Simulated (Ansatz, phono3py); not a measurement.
# Heat carried by phonons in KBr (Fm-3m), part 2 of 4

Wanted: κ(T), lifetimes and mean free paths for KBr.

Experimental results on record:
- thermal conductivity 3.4 W/m/K near room temperature (given in “Combining the AFLOW GIBBS and Elastic Libraries to efficiently and robustly screen thermo-mechanical properties of solids”, 2017, arXiv:1611.05714)
- thermal conductivity 3.4 W/m/K near room temperature (given in “Predicting the lattice thermal conductivity of solids by solving the Boltzmann transport equation: AFLOW - AAPL an automated, accurate and efficient framework”, 2017, arXiv:1611.05481)

Ansatz 0.2.0; DFT LDA, scalar-relativistic, plane waves, PAW; PAW set soft_1.

So far. Step 2 (Probe on a coarse mesh): The start is under -1.6 GPa at this level and looks like an insulator or semiconductor on this mesh.

### Step 4. A second relaxation

The relaxation is run once more from where the first one ended, as the script does after a large change of volume or of the gap, with mesh and occupations reviewed.

Contents of input.yaml:

```yaml
crystal:
  lattice:
    - [0.0, 3.1878095162, 3.1878095162]
    - [3.1878095162, 0.0, 3.1878095162]
    - [3.1878095162, 3.1878095162, 0.0]
  atoms:
    - { symbol: K, position: [0.0, 0.0, 0.0] }
    - { symbol: Br, position: [0.5, 0.5, 0.5] }
kpoints:
  mp_grid: { grid: [6, 6, 6] }
hamiltonian:
  xc: lda
  pseudopotentials: { kind: paw, azcp: { folder: soft_1 }, xc_functional: pbe }
scf:
  occupations: { method: gaussian, width: 0.02 }
  lower_state_search: "off"
output:
  forces: true
  stress: true
  eigenvalues: true
  write_density: true
  write_potential: true
  elf: true
  volumetric_format: npy
relax:
  adjacent_minimum: "off"
  f_tol: 0.005
  max_steps: 80
  cell: { stress_tol: 0.05 }
```

On the command line:

```sh
$ ansatz run input.yaml --threads 8 --pin off --max-ram 19456MiB --backend cpu --events-out ev --progress --plain --runs-dir out
```

Numbers of over 12 decimals in the logs are rounded to 6 here.

The program printed:

```text
[...]
Crystal: 2 atoms, lattice volume = 64.790 Å³
Basis set: ecut = 420 eV, 1243 PW (Γ)
Bands: 12, of which v1, the nominal top of the filled ones, is band 8 counted from 1 (7 counted from 0)
Symmetry: 48 space group operations
[...]
k-points: 16 of 216
[...]
SCF iter   1: F=—  HF=-4194.324516 eV  |F-HF|=—  |Δ(HF+E_count)|=         —  Δρ=3.66e-2  dr2=1.47e0  ethr=3.10e-3  ⟨swp⟩=6.2  Hψ=1266  notcnv=0
[...]
SCF iter   7: F=-4193.649927 eV  HF=-4193.649927 eV  |F-HF|=7.08e-10  |Δ(HF+E_count)|=   1.07e-7  Δρ=1.18e-6  dr2=1.13e-9  ethr=6.25e-10  ⟨swp⟩=9.4  Hψ=1439  notcnv=0
SCF 1 converged in 7 iterations: F = -4193.649927 eV  dr2 = 1.13e-9
[...]
relax step   1: F+E_penalty+E_count = -4193.64992684 eV  Δ(F+E_penalty+E_count) = +0.000e0 eV  max|allowed force component| = 5.009e-29 eV/Å  Δτ_max = 0.0000 Å  P = -0.034 GPa  Ω = 64.790 Å³  (7 SCF iters, dr2 threshold 1.00e-7 eV, accepted)
[...]
SCF iter   1: F=—  HF=-4193.649926 eV  |F-HF|=—  |Δ(HF+E_count)|=         —  Δρ=1.71e-6  dr2=1.21e-9  ethr=6.88e-7  ⟨swp⟩=3.1  Hψ=1754  notcnv=0
eigensolver tolerance schedule: the retry pair's looser diagonalisation over-reported the residual by 90591.42 of it (diagonalisation noise at an unbounded share of the residual, at the tolerance the schedule requests for it); recorded, not acted on — ethr = c·dr2/N_el stays at c = 1.0e-1
[...]
SCF iter   2: F=—  HF=-4193.649927 eV  |F-HF|=—  |Δ(HF+E_count)|=   3.83e-7  Δρ=1.32e-6  dr2=1.03e-9  ethr=7.59e-12  ⟨swp⟩=3.9  Hψ=473  notcnv=0
[...]
SCF iter   4: F=-4193.649927 eV  HF=-4193.649927 eV  |F-HF|=1.82e-12  |Δ(HF+E_count)|=  9.28e-11  Δρ=9.59e-8  dr2=4.79e-12  ethr=1.00e-12  ⟨swp⟩=4.6  Hψ=940  notcnv=0
SCF 2 converged in 4 iterations: F = -4193.649927 eV  dr2 = 4.79e-12
relax step   2: F+E_penalty+E_count = -4193.64992684 eV  Δ(F+E_penalty+E_count) = -3.583e-10 eV  max|allowed force component| = 4.996e-29 eV/Å  Δτ_max = 0.0000 Å  P = -0.034 GPa  Ω = 64.790 Å³  stress off target by 3.44e-2 GPa  SCF on the basis re-selected at this cell (its energy is not comparable with the rows above)  (4 SCF iters)
basis re-selected at this cell: Δ(F+E_penalty+E_count) = -3.583e-10 eV, ΔP = -0.000 GPa vs the last step (what re-selecting the basis moved, of the pressure what is left beyond the Pulay correction that the steps carried, after the strain that the cell walked since its last selection, with what the two solves' SCF thresholds leave and, on support functions, any second-order correction that the steps lacked; it is no  [...]
SCF converged after 4 iterations
Free energy (F): -4193.649927 eV
[...]
Internal energy: -4193.649927 eV  (E = F + TS)
E sigma→0 (E₀):  -4193.649927 eV
Fermi energy:    3.707166 eV
[...]
--- Stress (GPa, compression-positive) ---
       -0.034416      -0.000000      -0.000000
       -0.000000      -0.034416      -0.000000
       -0.000000      -0.000000      -0.034416
  P = ⅓ Tr σ = -0.0344 GPa (-0.344 kbar)
--- Band table (eV; the first three rows and the last of 16) ---
  k-point 0: bands = [... 4 lower, -9.4001, 1.5493, 1.5493, 1.5493, 5.8649, 8.9024, 8.9024, 8.9024]
  k-point 1: bands = [... 4 lower, -9.3228, 1.0777, 1.4274, 1.4274, 6.6135, 8.7686, 9.2641, 9.2641]
  k-point 2: bands = [... 4 lower, -9.1785, 0.3666, 1.2030, 1.2030, 7.6897, 9.2288, 10.2320, 10.2320]
  k-point 15: bands = [... 4 lower, -9.3311, 0.7057, 0.9452, 1.0109, 7.8258, 9.5834, 9.8029, 10.9323]
--- Relaxed structure (1 steps of the walk, 1 accepted, 1 SCFs on fresh bases) ---
[...]
cell:  # Å, volume = 64.7899 Å³
    - [0.0, 3.1878095162, 3.1878095162]
    - [3.1878095162, 0.0, 3.1878095162]
    - [3.1878095162, 3.1878095162, 0.0]
  atoms:
    - { symbol: K, position: [0.0, 0.0, 0.0] }
    - { symbol: Br, position: [0.500000, 0.500000, 0.500000] }
```

Wall time 0.57 s (8 threads of Arm Neoverse V1, shared host); peak memory 0.33 GiB; 2.7 s of CPU time.

Little changed from the start: no atom moved by 0.005 Å and no cell edge by 0.1 %.

Numbers from this step:

| Property | Result |
| --- | --- |
| pressure | -0.03442 GPa |

Valence density in the ac plane of the conventional cell at fractional y = 0.000, with atoms of K and Br within 0.2 Å of it. It is the smooth field of the valence electrons, not physical close to the nuclei.

Ten even steps from '0' (0.0 e/Å³) to '9' (4.3 e/Å³), each cell a mean:
```
962000121022000148
531000022221000024
100000001110000001
000000000000000000
000000000000000000
000000000000000000
211000012210000012
221000036751000122
022000159972000120
022000148962000121
221000024531000022
110000001100000001
000000000000000000
000000000000000000
000000000000000000
210000012211000012
751000122221000036
972000120022000159
```
Columns run along a (6.4 Å), rows up along c (6.4 Å), edges of the conventional cell, whose origin can differ from the input's. Atoms in or near the plane, at fractional coordinates: K at (0.00, 0.00), K at (0.50, 0.50), Br at (0.50, 0.00), Br at (0.00, 0.50).

Electrostatic potential energy in the ac plane of the conventional cell at fractional y = 0.000, with atoms of K and Br within 0.2 Å of it. With pseudopotentials it is smooth inside the atoms' cores, unlike the true potential.

Ten even steps from '0' (-56 eV) to '9' (7 eV), each cell a mean:
```
136999830016999842
458999963248999874
789999998789999988
999999999999999999
999999999999999999
999999999999999999
579999986678999986
027999853247999841
005999741126999720
016999842136999830
248999874458999963
789999988789999998
999999999999999999
999999999999999999
999999999999999999
678999986579999986
247999841027999853
126999720005999741
```
Columns run along a (6.4 Å; values clipped at the 3rd and 97th percentile), rows up along c (6.4 Å), edges of the conventional cell, whose origin can differ from the input's. Atoms in or near the plane, at fractional coordinates: K at (0.00, 0.00), K at (0.50, 0.50), Br at (0.50, 0.00), Br at (0.00, 0.50).

ELF in the ac plane of the conventional cell at fractional y = 0.000, with atoms of K and Br within 0.2 Å of it. It is the smooth field of the valence electrons, not physical close to the nuclei.

Ten even steps from '0' (0.02) to '9' (0.87), each cell a mean:
```
898316993169831699
997116999899830489
752004899998620146
100001466665300001
332100011110000233
887410013320003688
999720278984005899
589830599998216996
059831798799316981
169831699898316993
899830489997116999
998620146752004899
665300001100001466
110000233332100011
320003688887410013
984005899999720278
998216996589830599
799316981059831798
```
Columns run along a (6.4 Å), rows up along c (6.4 Å), edges of the conventional cell, whose origin can differ from the input's. Atoms in or near the plane, at fractional coordinates: K at (0.00, 0.00), K at (0.50, 0.50), Br at (0.50, 0.00), Br at (0.00, 0.50).

### Step 5. Relaxing to small residual forces and stress

The relaxation is repeated with tighter thresholds on force and stress, since phonons are sensitive to what is left; a change of mesh or smearing in the input moves the cell too.

input.yaml, the sections that differ from step 4:

```yaml
scf:
  occupations: { method: fixed }
  lower_state_search: "off"
output:
  forces: true
  stress: true
  eigenvalues: true
relax:
  adjacent_minimum: "off"
  f_tol: 0.001
  max_steps: 60
  cell: { stress_tol: 0.01 }
# crystal, kpoints, hamiltonian: as in step 4
```

The program printed:

```text
[...]
Crystal: 2 atoms, lattice volume = 64.790 Å³
Basis set: ecut = 420 eV, 1243 PW (Γ)
Bands: 12, of which v1, the nominal top of the filled ones, is band 8 counted from 1 (7 counted from 0)
Symmetry: 48 space group operations
[...]
k-points: 16 of 216
[...]
k-point 15: bands = [... 4 lower, -9.3147, 0.7173, 0.9567, 1.0231, 7.8382, 9.6038, 9.8203, 10.9522]
--- Relaxed structure (3 steps of the walk, 3 accepted, 1 SCFs on fresh bases) ---
[...]
cell:  # Å, volume = 64.6794 Å³
    - [0, 3.185998, 3.185998]
    - [3.185998, 0, 3.185998]
    - [3.185998, 3.185998, 0]
  atoms:
    - { symbol: K, position: [0, 0, 0] }
    - { symbol: Br, position: [0.5, 0.5, 0.5] }
[key lines of the parts left out:]
SCF converged after 6 iterations
Free energy (F): -4193.649938 eV
Fermi energy:    1.562592 eV
P = ⅓ Tr σ = -0.0000 GPa (-0.000 kbar)
```

Elapsed: 0.97 s, on 8 threads; peak memory 0.32 GiB; 4.8 s of CPU time.

Little changed from the start: no atom moved by 0.005 Å and no cell edge by 0.1 %.

This step gave:

* pressure: -1.85e-6 GPa
* gap on the k-mesh: 4.321 eV
* volume per atom: 32.34 Å³/atom

The residual pressure is -1.8e-6 GPa, small enough for phonons.

(Part 2 of 4 ends here.)

[Logs are printed without paths, hosts, clocks, repeated set-up lines and the standing remarks that a program may print on its own settings, such as how far it seeks lower states.]

[Hosts, paths, dates, database ids (printed as entryN), source tags and the programs' standing remarks are cut or masked in the printed files.]

[A step with changed settings may run another functional than the one named; its input shows which.]
